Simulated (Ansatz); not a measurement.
# From PBE to G0W0: K3SI (antiperovskite) (Pm-3m), part 2 of 2

How far does one-shot GW move the PBE gap of K3SI (antiperovskite) (Pm-3m)?

Ansatz 0.2.0; PBE, then G0W0 on it, plane waves, PAW. Known limits of the many-body steps: finite bands, screening cutoff and k mesh; no spin-orbit coupling in G0W0; screening cutoff under 40 eV in some runs.

So far. Step 3 (Bands along the symmetry lines): Over mesh and path the gap is 1.731 eV, direct, at k = Γ. The relaxed cell has a = 6.034 Å (conventional setting).

The structure was built from a prototype and need not be the compound's stable phase.

In doubt: masses and optical values from hybrid runs of this build are listed as unsure (in some of the runs), which bears on the screening that GW takes from such a start.

## 4. G0W0 on the 2×2×2 mesh

G0W0 replaces the xc potential by a self-energy built once from the orbitals of the start. Levels are corrected in the window of bands that the input names, at points of the mesh.

This step: G0W0 on PBE, plane waves, PAW.

Input file input.yaml:

```yaml
crystal:
  lattice:
    - [6.0335581096, 0.0, 0.0]
    - [0.0, 6.0335581096, 0.0]
    - [0.0, 0.0, 6.0335581096]
  atoms:
    - { symbol: I, position: [0.0, 0.0, 0.0] }
    - { symbol: S, position: [0.5, 0.5, 0.5] }
    - { symbol: K, position: [0.5, 0.5, 0.0] }
    - { symbol: K, position: [0.5, 0.0, 0.5] }
    - { symbol: K, position: [0.0, 0.5, 0.5] }
kpoints:
  mp_grid: { grid: [2, 2, 2] }
hamiltonian:
  xc: pbe
scf:
  occupations: { method: fixed }
gw:
  n_empty_bands: 655
  ecut_chi: 120.0
  qp_bands: [v2, c2]
  qp_kpoints: band_edges
  screening: { model: contour_deformation }
```

Launch:

```sh
$ ansatz run input.yaml --threads 4 --pin off --max-ram 17510MiB --backend cpu --events-out ev --progress --plain --runs-dir out
```

Numbers of over 12 decimals in the logs are rounded to 6 here.

Output:

```text
[...]
Crystal: 5 atoms, lattice volume = 219.645 Å³
Basis set: ecut = 420 eV, 4337 PW (Γ)
Bands: 30, of which v1, the nominal top of the filled ones, is band 25 counted from 1 (24 counted from 0)
Symmetry: 48 space group operations
[...]
k-points: 4 of 8
[...]
SCF iter   1: F=—  HF=-13034.165682 eV  |F-HF|=—  |Δ(HF+E_count)|=         —  Δρ=1.17e-3  dr2=6.38e-3  ethr=1.77e-3  ⟨swp⟩=5.8  Hψ=457  notcnv=0  defer=9
[...]
SCF iter   6: F=-13034.164464 eV  HF=-13034.164464 eV  |F-HF|=1.44e-8  |Δ(HF+E_count)|=   5.70e-7  Δρ=1.65e-6  dr2=6.74e-9  ethr=2.00e-10  ⟨swp⟩=10.8  Hψ=602  notcnv=0
SCF 1 converged in 6 iterations: F = -13034.164464 eV  dr2 = 6.74e-9
[...]
G₀W₀ screening: q 1/4
[... further progress lines ...]
SCF converged after 6 iterations
Free energy (F): -13034.164464 eV
[...]
Internal energy: -13034.164464 eV  (E = F + TS)
E sigma→0 (E₀):  -13034.164464 eV
Fermi energy:    2.424135 eV
[...]
--- Band table (eV) ---
  k-point 0: bands = [... 21 lower, 0.5919, 2.4241, 2.4241, 2.4241, 4.1272, 5.8899, 5.8899, 6.9951, ... 1 higher]
  k-point 1: bands = [... 21 lower, 0.5933, 1.7146, 2.3230, 2.3230, 5.4647, 6.2292, 6.5628, 7.5316, ... 1 higher]
  k-point 2: bands = [... 21 lower, 0.5885, 1.8081, 1.8081, 2.2759, 6.0364, 6.1848, 7.2579, 7.2579, ... 1 higher]
  k-point 3: bands = [... 21 lower, 0.4494, 1.6324, 1.6324, 1.6324, 6.6581, 6.6581, 6.6581, 7.1435, ... 1 higher]
--- G₀W₀: contour deformation, 7 samples at zero and on the imaginary axis and 1 off it, 8 q-points, 655 empty bands' worth ---
  eigenvalues of the whole cell's RPA ε∞ on this k-mesh (on a slab, of 1 + 4πα/V) = 3.1222, 3.1222, 3.1222; static W/v taken at q = 0 is 0.320284
  bands read: the sum over 680 bands ends inside a degenerate multiplet in 2 slots, whose members it reads at an even weight; the widest, k=0: bands 680 to 682 (counted from 1) at 1/3 each
  gw.qp_kpoints: band_edges: 4 of 4 stored k-points solved, in 1 pass; an edge of the gap read off the rows below is read off those points alone
  `?` marks the rows in doubt; gw_qp.tsv's column doubts and the gw_qp event give each row's grounds
    ik  band        ε_KS         Σx   Σc(E_QP)       V_xc       Z   E_QP_lin       E_QP  E_QP is
     0    24      2.4241   -17.4635     2.2734   -14.0385  0.7187     1.1703     1.2725  root ?
     0    25      2.4241   -17.4635     2.2734   -14.0385  0.7187     1.1703     1.2725  root ?
     0    26      4.1272    -3.2877    -2.9780    -6.5838  0.7974     4.4491     4.4452  root
     0    27      5.8899    -2.4974    -3.0460    -5.9896  0.7942     6.3447     6.3360  root
     1    24      2.3230   -17.1699     2.2867   -13.7283  0.7179     1.0636     1.1682  root ?
     1    25      2.3230   -17.1699     2.2867   -13.7283  0.7179     1.0636     1.1682  root ?
     1    26      5.4647    -3.8870    -3.0403    -7.3304  0.7833     5.8746     5.8678  root
     1    27      6.2292    -4.8250    -3.2838    -8.5725  0.7785     6.7028     6.6929  root
     2    24      1.8081   -16.6148     2.3083   -13.1678  0.7111     0.5605     0.6694  root ?
     2    25      2.2759   -17.0750     2.2858   -13.6358  0.7175     1.0177     1.1225  root ?
     2    26      6.0364    -3.2582    -3.0446    -6.6476  0.7884     6.3862     6.3812  root
     2    27      6.1848    -3.1959    -3.1570    -6.7745  0.7894     6.6140     6.6063  root
     3    24      1.6324   -16.0188     2.3560   -12.5185  0.7076     0.3751     0.4881  root ?
     3    25      1.6324   -16.0188     2.3560   -12.5185  0.7076     0.3751     0.4881  root ?
     3    26      6.6581    -3.9092    -3.2558    -7.7658  0.7793     7.2762     7.2589  root
     3    27      6.6581    -3.9092    -3.2558    -7.7658  0.7793     7.2762     7.2589  root
```

Elapsed: 59 s, on 4 threads of Arm Neoverse V2, shared host; peak memory 3.4 GiB.

Numbers from this step:

* bands summed: 680
* RPA ε∞ on this mesh (eigenvalues): 3.122, 3.122, 3.122
* plane waves in the screening matrix: 691
* q-points in the mesh: 8
* G0W0 gap over the corrected points: 3.173 eV
* k of the valence top: 0, 0, 0
* k of the conduction bottom: 0, 0, 0
* starting gap on the mesh: 1.703 eV
* Z at the valence top: 0.7187
* Z at the conduction bottom: 0.7974
* least direct G0W0 gap over the corrected points: 3.173 eV

Over all 4 irreducible mesh points the G0W0 gap is 3.173 eV, direct, at k = Γ. The PBE gap of this run on the mesh is 1.703 eV. The two states that bound the G0W0 gap lie that far apart at the start, so the correction of the gap is 3.173 − 1.703 = +1.470 eV. The start of this run differs from the step before in mesh (4×4×4 and 2×2×2). The program marks 8 of the 16 corrected levels as in doubt (energies apart, Σc rises), among them the valence top.

Labels follow the order of the start: v1 is the top filled band, c1 the lowest empty one; levels that stay degenerate share a row, the window can cut a multiplet, doubted levels are not marked in this list, bands outside the window were not corrected, and the list may be a part of the corrected levels. The levels before and after the correction (eV, zero at the valence-band top of each column):

```csv
,conduction bottom,valence top
Kohn-Sham,1.70,0.00
G0W0,3.17,0.00
```

|  | level | occupation | energy (eV) |
| --- | --- | --- | --- |
| Kohn-Sham | Γ v2-v1 | 2 | 0.000 |
| Kohn-Sham | Γ c1 | 0 | 1.703 |
| Kohn-Sham | Γ c2 | 0 | 3.466 |
| G0W0 | Γ v2-v1 | 2 | 0.000 |
| G0W0 | Γ c1 | 0 | 3.173 |
| G0W0 | Γ c2 | 0 | 5.063 |

The parts of the quasiparticle energy for the two states that bound the G0W0 gap, in eV on the run's own scale (QP = start + Σx + Σc − Vxc, with Σc at the quasiparticle energy):

| edge | k | band | start | Σx | Σc | Vxc | Z | QP |
| --- | --- | --- | --- | --- | --- | --- | --- | --- |
| valence top | Γ | 24 | 2.424 | −17.463 | 2.273 | −14.039 | 0.719 | 1.272 |
| conduction bottom | Γ | 26 | 4.127 | −3.288 | −2.978 | −6.584 | 0.797 | 4.445 |

## 5. Spin-orbit coupling in PBE

This run has two-component orbitals with spin-orbit coupling.

This step: DFT, PBE with spin-orbit coupling, plane waves, PAW.

input.yaml, the sections that differ from step 4:

```yaml
kpoints:
  mp_grid: { grid: [4, 4, 4] }
  band_path:
    path: [[0.0, 0.0, 0.0], [0.0, 0.5, 0.0], [0.5, 0.5, 0.0], [0.5, 0.5, 0.5]]
    npoints: 1
scf:
  occupations: { method: fixed }
  n_extra_bands: 10
magnetization:
  noncollinear: true
  spin_orbit: true
output:
  eigenvalues: true
  forces: true
  stress: true
# crystal, hamiltonian: as in step 4
# gw: removed
```

Output:

```text
[...]
non-collinear run that drives no moment, with spin-orbit: no starting moment large enough to seed its density (crystal.atoms[].spin), no starting occupations that ask for one, no magnetisation constraint and no magnetic field, so the semilocal B_xc is pinned to zero
Crystal: 5 atoms, lattice volume = 219.645 Å³
Basis set: ecut = 420 eV, 4337 PW (Γ), exchange–correlation on 90×90×90 points (8 copies of the dense FFT grid, shifted against one another)
Bands: 60, of which v1, the nominal top of the filled ones, is band 50 counted from 1 (49 counted from 0)
Symmetry: 48 space group operations + 48 with time reversal
[...]
k-points: 10 of 64
Projection manifold: j_resolved (fully-relativistic pseudo-atomic orbitals)
[...]
SCF iter   1: F=—  HF=-13043.099894 eV  |F-HF|=—  |Δ(HF+E_count)|=         —  Δρ=4.85e-2  dr2=1.81e1  dr2_m=0.00e0 (ungated)  ethr=3.10e-3  |M|=0.00e0 ∫|m|=0.00e0 μB  |m|>n=0.0e0 m-floor=0.0e0 τ_xc=0.0e0  β_m=0.30  ⟨swp⟩=10.3  Hψ=1349  notcnv=0  defer=54
[...]
spin=Noncollinear: Resta preconditioning applied to the charge; magnetization (m_x, m_y, m_z) channels mix plain (no charge-response kernel on spin).
SCF iter   2: F=—  HF=-13039.356187 eV  |F-HF|=—  |Δ(HF+E_count)|=    3.74e0  Δρ=2.65e-2  dr2=5.60e0  dr2_m=0.00e0 (ungated)  ethr=3.10e-3  |M|=0.00e0 ∫|m|=0.00e0 μB  |m|>n=0.0e0 m-floor=0.0e0 τ_xc=0.0e0  β_m=0.47  ⟨swp⟩=5.6  Hψ=758  notcnv=0  defer=54
[...]
SCF iter  10: F=-13037.352221 eV  HF=-13037.352221 eV  |F-HF|=4.09e-8  |Δ(HF+E_count)|=   8.66e-7  Δρ=3.36e-6  dr2=4.66e-8  dr2_m=0.00e0 (ungated)  ethr=2.00e-10  |M|=0.00e0 ∫|m|=0.00e0 μB  |m|>n=0.0e0 m-floor=0.0e0 τ_xc=0.0e0  ⟨swp⟩=22.2  Hψ=2564  notcnv=0
SCF 1 converged in 10 iterations: F = -13037.352221 eV  dr2 = 4.66e-8
[...]
SCF converged after 10 iterations
Magnetization: |M| = 0.0000 μB,  M = (+0.0000, +0.0000, +0.0000) μB
Absolute magnetization: 0.0000 μB (∫|m|)
  site 0: m = (+0.0000, +0.0000, +0.0000) μB, |m| = 0.0000 μB  (R = 1.76 Å)
  site 1: m = (+0.0000, +0.0000, +0.0000) μB, |m| = 0.0000 μB  (R = 1.24 Å)
  site 2: m = (+0.0000, +0.0000, +0.0000) μB, |m| = 0.0000 μB  (R = 1.24 Å)
  site 3: m = (+0.0000, +0.0000, +0.0000) μB, |m| = 0.0000 μB  (R = 1.24 Å)
  site 4: m = (+0.0000, +0.0000, +0.0000) μB, |m| = 0.0000 μB  (R = 1.24 Å)
Free energy (F): -13037.352221 eV
[...]
Internal energy: -13037.352221 eV  (E = F + TS)
E sigma→0 (E₀):  -13037.352221 eV
Fermi energy:    2.418737 eV
[...]
--- Stress (GPa, compression-positive) ---
        0.009908       0.000000       0.000000
        0.000000       0.009908       0.000000
        0.000000       0.000000       0.009908
  P = ⅓ Tr σ = 0.0099 GPa (0.099 kbar)
--- Band table (eV; the first three rows and the last of 10) ---
  k-point 0: bands = [... 46 lower, 2.4187, 2.4187, 2.4187, 2.4187, 4.1194, 4.1194, 5.8804, 5.8804, ... 6 higher]
  k-point 1: bands = [... 46 lower, 2.3194, 2.3194, 2.3625, 2.3625, 4.6895, 4.6895, 6.1502, 6.1502, ... 6 higher]
  k-point 2: bands = [... 46 lower, 2.2719, 2.2719, 2.3083, 2.3083, 5.4534, 5.4534, 6.2145, 6.2145, ... 6 higher]
  k-point 9: bands = [... 46 lower, 1.6204, 1.6204, 1.6204, 1.6204, 6.6453, 6.6453, 6.6528, 6.6528, ... 6 higher]
```

Wall time 11 s (4 threads); peak memory 1.1 GiB; 43 s of CPU time.

Numbers from this step:

```
pressure             : 0.009908 GPa
gap                  : 1.701 eV
valence top at       : Γ
conduction bottom at : Γ
least direct gap     : 1.701 eV
```

Over mesh and listed points the gap is 1.701 eV, direct, at k = Γ. PBE+SOC against PBE: 1.701 − 1.731 = −0.030 eV, with the same mesh, set of files (read in its fully relativistic form for the spin-orbit run) and cutoff, and both edges at the same k points. The spin-orbit run sees mesh and listed points alone, so its gap is an upper bound: the coupling can move an edge off these points, and the change over the zone, its sign included where it is small, is not known.

## 6. The runs together

Each gap is the least one over the points named; times are wall times on shared hosts, not benchmarks. A G0W0 time includes the run's own self-consistent start. Runs with listed points see these and the mesh alone, so an edge that moves elsewhere is missed. Rows marked * are further runs, not shown as steps, whose inputs differ from the G0W0 step on the same start in the columns given; solver thresholds can differ too. Rows marked ? have an edge level that the program doubts.

| level | mesh | files, cutoff | bands summed, screening | points | gap (eV) | valence top | conduction bottom | least direct gap (eV) | time |
| --- | --- | --- | --- | --- | --- | --- | --- | --- | --- |
| PBE | 4×4×4 | soft_2 PAW, 420 eV | - | mesh and path | 1.731 | Γ | Γ | 1.731 | 3.2 s |
| PBE+SOC | 4×4×4 | soft_2 PAW, 420 eV | - | mesh and listed points | 1.701 | Γ | Γ | 1.701 | 11 s |
| G0W0@PBE* | 2×2×2 | soft_2 PAW, 420 eV | 132, 36 eV | all 4 irreducible mesh points | 2.871 | Γ | Γ | 2.871 | 3.8 s |
| G0W0@PBE* | 2×2×2 | soft_2 PAW, 420 eV | 329, 72 eV | all 4 irreducible mesh points | 3.055 | Γ | Γ | 3.055 | 13 s |
| G0W0@PBE? | 2×2×2 | soft_2 PAW, 420 eV | 680, 120 eV | all 4 irreducible mesh points | 3.173 | Γ | Γ | 3.173 | 59 s |
| G0W0@PBE* | 2×2×2 | soft_2 PAW, 420 eV | 680, 120 eV, plasmon pole | all 4 irreducible mesh points | 3.290 | Γ | Γ | 3.290 | 71 s |

## 7. Outcome

```
PBE gap over mesh and path                      : 1.731 eV, direct, at k = Γ
G0W0@PBE gap over all 4 irreducible mesh points : 3.173 eV, direct, at k = Γ
PBE+SOC gap over mesh and listed points         : 1.701 eV
GW settings                                     : 2×2×2 mesh, 655 empty bands, screening to 120 eV
known limits                                    : finite bands, screening cutoff and k mesh; no spin-orbit coupling in G0W0; screening cutoff under 40 eV in some runs
```

**Reading.** Over all 4 irreducible mesh points the G0W0 gap is 3.173 eV, direct, at k = Γ. The PBE gap of this run on the mesh is 1.703 eV. The two states that bound the G0W0 gap lie that far apart at the start, so the correction of the gap is 3.173 − 1.703 = +1.470 eV. The valence state moves by 1.272 − 2.424 = −1.152 eV and the conduction state by 4.445 − 4.127 = +0.318 eV, on the run's own scale; with 132 bands the edge states move by −0.738 and +0.431 eV, so the split between the edges depends on the bands and cutoff. Both edges that PBE shows over mesh and path lie at k points where levels were corrected. Levels at other points were not corrected, so a lower G0W0 gap elsewhere in the zone is not ruled out. From 132 bands and 36 eV to 680 bands and 120 eV the gap moves by 3.173 − 2.871 = +0.302 eV (rung by rung 2.871, 3.055, 3.173 eV); bands and screening cutoff rise together, so their parts are not told apart. An edge row is in doubt in the run with 680 bands, so no limit is drawn and it is not known. With the plasmon pole model in place of the contour deformation model and all else as in the G0W0@PBE row with 680 bands, the gap differs by 3.290 − 3.173 = +0.117 eV. The program doubts an edge level of G0W0@PBE with 680 bands (2×2×2, soft_2 PAW). G0W0 on other starts in this series, not shown as steps and not all at these settings: 3.879 eV on HSE06 (2×2×2, soft_2 PAW, 680 bands, 120 eV) and 4.163 eV on PBE0 (2×2×2, soft_2 PAW, 680 bands, 120 eV). PBE+SOC against PBE: 1.701 − 1.731 = −0.030 eV, with the same mesh, set of files (read in its fully relativistic form for the spin-orbit run) and cutoff, and both edges at the same k points. The spin-orbit run sees mesh and listed points alone, so its gap is an upper bound: the coupling can move an edge off these points, and the change over the zone, its sign included where it is small, is not known. What spin-orbit coupling does to the G0W0 levels was not computed, so no sum with the G0W0 gap is formed. For the G0W0 step: the program marks 8 of the 16 corrected levels as in doubt (energies apart, Σc rises), among them the valence top. The G0W0 runs are scalar-relativistic. No pair of G0W0 runs that differ in the mesh alone is shown (2×2×2 is a supercell whose nearest images lie 12 Å apart), so the error from the mesh is not known here. G0W0@PBE runs of this series with other atomic data on the same mesh, not shown as steps, give 3.210 eV (hard PAW, 520 eV, 996 bands, screening to 156 eV); where bands and cutoffs differ too, the part of the files is not isolated. The program doubts an edge level of G0W0@PBE with 996 bands (2×2×2, hard PAW). A screening cutoff under 40 eV is crude: G0W0@PBE with 132 bands at 36 eV.

[Paths, hosts, dates, memory and timing lines, banners, echoed tables and standing remarks are left out of the program output.]

[Logs are printed without paths, hosts, clocks, repeated set-up lines and the standing remarks that a program may print on its own settings, such as how far it seeks lower states.]

[Runs of the session that timed out or met a known fault of the program may be left out.]

[Cells called generated may have been cut or substituted from an entry of the Crystallography Open Database or the Materials Project.]

[Hosts, paths, dates, database ids (printed as entryN), source tags and the programs' standing remarks are cut or masked in the printed files.]

[Where an RPA ε∞ is given, it is that of the G0W0 mesh and is not shown converged in it. Names of k-points follow the symmetry that the program found, which can be lower than the space group named. Band edges on a path are those of the sampled points; other points can move an edge, and change direct to indirect where valleys lie close.]

[Hybrid gaps are those of their k-mesh and are not shown converged in it.]
